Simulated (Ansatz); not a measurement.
## SiC (P6_3mc):Sb_Si, thermodynamic levels from a 108-atom cell

Aim: at which Fermi levels does Sb_Si in SiC (P6_3mc) change its charge? The model is a cell of 108 host atoms with 1 Si taken out and 1 Sb put in.

Method: place-levels on r2SCAN runs: charge-transition levels and formation energies with image-charge correction and potential alignment at the atomic sites; PAW set soft_1, in Ansatz 0.2.0.

The experiments to compare with:

“Charge spill-out and work function of few-layer graphene on SiC(0001)” (2018, arxiv:1806.04908) quotes from earlier work for SiC, 6H (bulk crystal, literature): band gap (indirect gap, experimental literature value) 3.03 eV [Literature value cited in passing in the theory part; temperature and measurement method …].

Report form: the programs' logs are mostly left out.

## 1. The starting structure

The cell holds 108 atoms: 53 Si, 54 C and 1 Sb. Its edges and angles: a = 9.236 Å, b = 9.236 Å, c = 15.108 Å, α = 90.0°, β = 90.0°, γ = 120.0°. It derives from SiC (space group P6_3mc). Nearest the centre at fractional (0.667, 0.667, 0.500): Sb101 at 0.00 Å, C71 at 1.89 Å, C107 at 1.89 Å, C59 at 1.89 Å, C104 at 1.89 Å, Si77 at 3.08 Å, Si53 at 3.08 Å, Si5 at 3.08 Å.

Screening for the image-charge correction: ε∞ = (7.09, 7.09, 7.35), ε0 = (10.43, 10.43, 10.95), computed on the host (DFPT, PBEsol, on the r2SCAN cell), and a cell off the functional's own equilibrium shifts the ionic part.

The cell's shortest repeat is 9.2 Å.

## 2. What was run first

Levels follow from differences of total energies between charge states, each relaxed by itself.

Each atom starts 0.05 Å or so off its site in a random direction: a symmetric start keeps its symmetry, and would miss off-centre moves and Jahn–Teller distortions. Forces are taken at one point at (¼, ¼, ¼). The cell holds 1 electron more than the neutral one, with a uniform background that keeps it neutral on the whole.

The sampling was tested on the host first: at the k-points planned (1x1x1 shifted 0.25 0.25 0.25) its energy lies -0.041 eV an atom from the dense-mesh value, a large miss, so this sampling is coarse for the host.

One of the inputs; charge, spin and start change from state to state.

Contents of qm1.relax/input.yaml:

```yaml
crystal:
  lattice:
    - [3.07866498, 0.0, 0.0]
    - [-1.53933249, 2.66620208, 0.0]
    - [0.0, 0.0, 15.1078644]
  atoms:
    - { symbol: Si, position: [0.33333333, 0.66666667, 0.8329854] }
    - { symbol: Si, position: [0.66666667, 0.33333333, 0.3329854] }
    - { symbol: Si, position: [0.66666667, 0.33333333, 0.66650102] }
    - { symbol: Si, position: [0.33333333, 0.66666667, 0.16650102] }
    - { symbol: Si, position: [0.0, 0.0, 0.49972248] }
    - { symbol: Si, position: [0.0, 0.0, 0.99972248] }
    - { symbol: C, position: [0.0, 0.0, 0.87436694] }
    - { symbol: C, position: [0.0, 0.0, 0.37436694] }
    - { symbol: C, position: [0.33333333, 0.66666667, 0.70799668] }
    - { symbol: C, position: [0.66666667, 0.33333333, 0.20799668] }
    - { symbol: C, position: [0.66666667, 0.33333333, 0.54152848] }
    - { symbol: C, position: [0.33333333, 0.66666667, 0.04152848] }
  supercell: [3, 3, 1]
  defects: [{ substitution: { at: 100, symbol: Sb } }]
total_charge: -1
basis:
  ecutwfc: 500
  xc_grid: 2
hamiltonian:
  xc: r2scan
  pseudopotentials: { kind: paw, azcp: { folder: soft_1 } }
kpoints:
  mp_grid: { grid: [1, 1, 1], shift: [0.25, 0.25, 0.25] }
scf:
  occupations: { method: fixed }
  max_iter: 60
output:
  forces: true
  charged_corrections:
    epsilon: [7.09, 7.09, 7.35]
    static_epsilon: [10.43, 10.43, 10.95]
relax:
  f_tol: 0.02
  max_steps: 80
  random_displacement: { amplitude: 0.05, seed: 2390 }
checkpoint:
  write: "../qm1.relax.run"
  compress: false
  write_wavefunctions: true
  write_every: 100000
```

Started as:

```console
$ ansatz run input.yaml --threads 4 --pin off --max-ram 15073MiB --backend cpu --events-out ev --progress --plain --runs-dir out
```

Defect states can disperse in a cell of this size, so the energy is taken again at a 2×2×2 shifted mesh, on the relaxed structure.

The run of this state that the levels use, under r2SCAN:

Contents of qm1.point/input.yaml:

```yaml
crystal:
  checkpoint: "../qm1.relax.run"
  host: checkpoint
total_charge: -1
basis:
  ecutwfc: 500
  xc_grid: 2
hamiltonian:
  xc: r2scan
  pseudopotentials: { kind: paw, azcp: { folder: soft_1 } }
kpoints:
  mp_grid: { grid: [2, 2, 2], shift: [0.5, 0.5, 0.5] }
scf:
  occupations: { method: fermi_dirac, width: 0.01 }
  max_iter: 60
output:
  forces: true
  eigenvalues: true
  charged_corrections:
    epsilon: [7.09, 7.09, 7.35]
    static_epsilon: [10.43, 10.43, 10.95]
    defect_position: [0.666667, 0.666667, 0.499722]
  eigenstates: { localisation: true }
  populations: true
  band_densities: [{ bands: [v1, v1] }, { bands: [c1, c1] }]
  write_density: true
  write_potential: true
  volumetric_format: npy
checkpoint:
  read: "../qm1.relax.run"
  write: "../qm1.point.run"
  compress: false
  write_wavefunctions: false
  write_every: 100000
```

Relaxations under r2SCAN at one point at (¼, ¼, ¼); times on 4 threads of Arm Neoverse V1, shared host:

```
charge  moment (μB)  occupations    outcome  steps  largest displacement against the far atoms (Å)     time
    −1            0        fixed  converged      6                                            0.19  4.4 min
     0            1        fixed  converged      5                                            0.18  8.2 min
    +1            0        fixed  converged      5                                            0.17  3.5 min
    −1            2        fixed  converged      6                                            0.18  9.6 min
```

Single points under r2SCAN at a 2×2×2 shifted mesh; times on 4 threads of Arm Neoverse V1, shared host:

```
charge  moment (μB)  occupations    outcome     time
    −1            0  fermi-dirac  converged  4.5 min
     0            1  fermi-dirac  converged   13 min
    +1            0  fermi-dirac  converged  4.2 min
    −1            2  fermi-dirac  converged   12 min
```

Distances (Å) from Sb101 to the nearest atoms after relaxation with r2SCAN:

```
charge  moment (μB)      1.      2.      3.      4.       5.       6.
    −1            0  C 2.05  C 2.06  C 2.06  C 2.07  Si 3.12  Si 3.12
    −1            2  C 2.05  C 2.06  C 2.06  C 2.07  Si 3.11  Si 3.11
     0            1  C 2.05  C 2.06  C 2.06  C 2.06  Si 3.12  Si 3.12
    +1            0  C 2.05  C 2.06  C 2.06  C 2.06  Si 3.12  Si 3.12
```

## 3. place-levels, r2SCAN

A charged cell interacts with its images and the background, and its potential has another zero than the host's. place-levels removes the first by a point-charge model, screened by the static dielectric constant since the ions have relaxed around the charge, and the second by comparing potentials at atoms far from the defect.

The host is a run of the defect-free crystal in the same cutoffs, grids and k-points, so that basis and sampling errors cancel in part in the differences. The host is run in a cell of 12 atoms on a matching mesh. Its band edges are searched through the zone by a band path, so the gap is smaller than, or equal to, that on the mesh. Chemical potentials are energies per atom of Si (diamond) and Sb (A7 rhombohedral), run with the same functional and cutoff.

Contents of levels.point.yaml:

```yaml
host:
  run: host.point.run
states: [qm1.point.run, q0_M1.point.run, qp1.point.run, qm1_M2.point.run]
geometry_from:
  qm1.point.run: qm1.relax.run
  q0_M1.point.run: q0_M1.relax.run
  qp1.point.run: qp1.relax.run
  qm1_M2.point.run: qm1_M2.relax.run
  host.point.run: host.relax.run
chemical_potentials:
  Si:
    energy: -639.06578
    dataset: <sha256 of the dataset>
  Sb:
    energy: -6499.197686
    dataset: <sha256 of the dataset>
epsilon: [7.09, 7.09, 7.35]
static_epsilon: [10.43, 10.43, 10.95]
vertical:
  - { from: qm1.point.run, to: qm1.point_neutral.run }
  - { from: qp1.point.run, to: qp1.point_neutral.run }
  - { from: qm1_M2.point.run, to: qm1_M2.point_neutral.run }
```

Started as:

```console
$ ansatz place-levels levels.point.yaml -- --threads 4 --pin off --max-ram 15073MiB
```

It took 0.6 s on 4 threads of Arm Neoverse V1, shared host.

Levels between the charges placed, in eV above the valence top:

```
        gap (eV)  (+1/0)  (0/−1)
r2SCAN      2.37    2.41    2.44
```

Corrections by state:

```
charge  moment (μB)  image terms and alignment (eV)  band filling (eV)                                  ε used  over the lowest of its charge, as the program ranks them, band filling apart (eV)
    +1          0.0                           0.361                  -  principal values (10.43, 10.43, 10.95)                                                                              0.000
     0          1.0                           0.000             -0.064                                       -                                                                              0.000
    −1          0.0                          -0.147             -0.367  principal values (10.43, 10.43, 10.95)                                                                              0.000
    −1          2.0                          -0.154                  -  principal values (10.43, 10.43, 10.95)                                                                              0.017
```

The charged structures listed were also run neutral, and place-levels reads from each pair, by the potential or the spins, how wide the charge is by which they differ; that can be the carrier of either run.

```
charge  rms radius (Å)  spread where it is widest against the cell (Å)  wide from (Å)  reading
    +1             6.6                                            3.46           1.39     wide
    −1             7.1                                            3.56           1.39     wide
```

The neutral runs of these pairs need not share the spin of the lowest neutral state, and very wide values only mean spread over the cell.

From the program's caveats on the states, each cut to its opening words:

- charge +1: how wide its charge is, is not read beside other atoms or cores, and a band state would take no correction
- charge 0 (1 μB): a band-filling correction moves a carrier to the host's band edge, which changes its energy by -0.064 eV
- charge 0 (1 μB): its alignment with the host at atomic sites is doubtful: the mean over the far sites moves by -0.0637 eV from their farther parts to their nearer, more than [...]
- charge 0 (1 μB): its sublattices stand up to 0.0146 Å off the host's, which by the two runs' forces adds about +0.02 eV to its energy against the host's, and moves the band [...]
- charge 0 (1 μB): its moments are held at its close (magnetization.spin_locking), by a field of 0.049 eV a Bohr magneton, and its energy and levels are of the state that this [...]
- charge 0 (1 μB), −1 (2 μB): flagged: stability check not made
- charge −1: it parts from the run at its places by a charge that spreads by about 3.6 Å along one vector (1.4 Å or more is wide), by its potential at epsilon [7.09, 7.09, [...]
- charge −1: a band-filling correction moves a carrier to the host's band edge, which changes its energy by -0.367 eV
- charge −1: its alignment with the host at atomic sites is doubtful: the mean over the far sites moves by -0.1299 eV from their farther parts to their nearer, more than [...]
- charge −1: the host's ions (past the first shell or, of a walk that freed a part, those that it held) aren't shown at rest: they stand up to 0.090 Å off their sites, 2.40 [...]
- charge −1: its sublattices stand up to 0.0422 Å off the host's, which by the two runs' forces adds about +0.07 eV to its energy against the host's, and moves the band [...]
- charge −1 (2 μB): it parts from the run at its places by a charge that spreads by about 3.5 Å along one vector (1.4 Å or more is wide), by its potential at epsilon [7.09, 7.09, [...]
- charge −1 (2 μB): its alignment with the host at atomic sites is doubtful: the mean over the far sites moves by -0.1430 eV from their farther parts to their nearer, more than [...]
- charge −1 (2 μB): its sublattices stand up to 0.0212 Å off the host's, which by the two runs' forces adds about +0.03 eV to its energy against the host's, and moves the band [...]

The host's formation energy from the elements is -0.356 eV per atom; it sets how far the chemical potentials can move.

Formation energies (eV), C-rich (Δμ(C) = 0.00 eV, Δμ(Si) = -0.71 eV, Δμ(Sb) = 0.00 eV):

```
charge  Fermi level at the valence top  at the conduction bottom
    +1                            1.91                      4.27
     0                            4.31                      4.31
    −1                            6.75                      4.38
```

Formation energies (eV), Si-rich (Δμ(Si) = 0.00 eV, Δμ(C) = -0.71 eV, Δμ(Sb) = 0.00 eV):

```
charge  Fermi level at the valence top  at the conduction bottom
    +1                            2.62                      4.99
     0                            5.03                      5.03
    −1                            7.46                      5.10
```

## 4. Effect of the sampling

The relaxations' own energies give the levels at their sampling, for comparison.

Contents of levels.relax_mesh.yaml:

```yaml
host:
  run: host.relax.run
states: [qm1.relax.run, q0_M1.relax.run, qp1.relax.run, qm1_M2.relax.run]
chemical_potentials:
  Si:
    energy: -639.06578
    dataset: <sha256 of the dataset>
  Sb:
    energy: -6499.197686
    dataset: <sha256 of the dataset>
```

Started as:

```console
$ ansatz place-levels levels.relax_mesh.yaml -- --threads 4 --pin off --max-ram 15073MiB
```

Run time: 0.17 s. Hardware: 4 threads.

Levels between neighbouring charges, in eV above the valence top:

```
                        gap (eV)  (+1/0)  (0/−1)
one point at (¼, ¼, ¼)      2.38    2.42    2.43
  a 2×2×2 shifted mesh      2.37    2.41    2.44
```

Going from one point at (¼, ¼, ¼) to a 2×2×2 shifted mesh moves formation energies against the elements by up to 0.04 eV; band-filling terms, which differ between samplings, are in these energies.

## 5. Outcome

- gap of the host: 2.37 eV (r2SCAN)
- level (plus 1/0): 2.41 eV above the valence top, past the conduction bottom (2.47 eV above the valence top without the band-filling term)
- level (0/minus 1): 2.44 eV above the valence top, past the conduction bottom (2.74 eV above the valence top without the band-filling term)
- lowest of the charges placed, just above the valence top (0.02 eV): +1
- lowest of the charges placed, just below the conduction bottom (0.02 eV): +1
- lowest formation energy at mid-gap of the charges run, C-rich: 3.09 eV
- lowest formation energy at mid-gap of the charges run, Si-rich: 3.80 eV

In words: Of the charges placed (−1, 0 and +1), +1 is the lowest from 0.02 eV above the valence top to 0.02 eV below the conduction bottom, a gap of 2.37 eV. Charges above +1 were not placed, so these runs say nothing of levels that involve them. States placed: +1 at 0 μB; 0 at 1 μB; −1 at 0 μB and 2 μB. Other spin states or structures, where not listed, weren't placed. The program finds carriers beyond a band edge of the host and adds a band-filling term at charge −1 (-0.37 eV) and 0 (-0.06 eV); steps to such a charge show no bound level, and a defect level inside a band would be read the same way. Sb is taken at its element; compounds, which aren't counted here, bound the chemical potentials and would shift these formation energies. Going from one point at (¼, ¼, ¼) to a 2×2×2 shifted mesh moves formation energies against the elements by up to 0.04 eV; band-filling terms, which differ between samplings, are in these energies. The program doubts the alignment of potentials for at least one state, a sign that the cell is small. Limits: r2SCAN makes the gap too small and tends to spread out bound carriers; spin–orbit coupling, which can matter with heavy atoms, is left out; force components of up to 0.25 eV/Å remain in a run at the final settings.

Computed beside measured:

| quantity | measured | r2SCAN |
| --- | --- | --- |
| band gap (least gap of the host) (eV) | 3.03 | 2.37 (-0.66 eV) |

Measured values from arxiv:1806.04908 (2018).

**Verdict.** The band gap is off by -0.66 eV: a clear miss. Local and semilocal functionals usually give gaps below the measured ones. Zero-point and thermal motion shift the measured gap.

[Logs are printed without paths, hosts, clocks, repeated set-up lines and the standing remarks that a program may print on its own settings, such as how far it seeks lower states.]

[Hosts, paths, dates, database ids (printed as entryN), source tags and the programs' standing remarks are cut or masked in the printed files.]

[Where a table of states has a column of steps, it counts the stored structures, which are thinned; the runs took as many ionic steps or more.]

[A defect's name tells the site on which it was built; relaxed atoms can leave that site.]

[For some hosts the program warned that the k-mesh of the response run may be too coarse for force constants and the static dielectric constant; such warnings are not shown here.]
